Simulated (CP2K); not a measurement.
The C K edge of propargyl alcohol was computed by TDDFT (CP2K XAS_TDP, aug-cc-pVDZ, TDA) at these levels: PBE0, PBEh(45%) and PBEh(45%) + GW2X. The first three lines of C1 (bonded to C and H) with a strength over 0.0015, energy in eV and strength:

```
run           first          second           third
  1  276.17 (0.035)  276.76 (0.034)  277.72 (0.002)
  2  288.03 (0.047)  288.57 (0.045)  290.60 (0.005)
  3  281.78 (0.048)  282.32 (0.046)  284.35 (0.005)
```

Which run is which?

Run 1: PBE0 (25 % exact exchange). Run 2: PBEh(45%) + GW2X (45 % exact exchange). Run 3: PBEh(45%) (45 % exact exchange). Self-interaction lifts the core level, so the uncorrected lines rise with the share of exact exchange. The GW2X run keeps the spacings of its parent: 0.54 eV between the first two lines in run 2, 0.54 eV in run 3. Its shift is +6.25 eV, since the Kohn–Sham level at this share of exchange lies that far above the quasiparticle level.

[Banner, clock and machine lines of the logs are left out without a mark of their own.]

[Logs are printed without paths, hosts, clocks, repeated set-up lines and the standing remarks that a program may print on its own settings, such as how far it seeks lower states.]

[Hosts, paths, dates, database ids (printed as entryN), source tags and the programs' standing remarks are cut or masked in the printed files.]
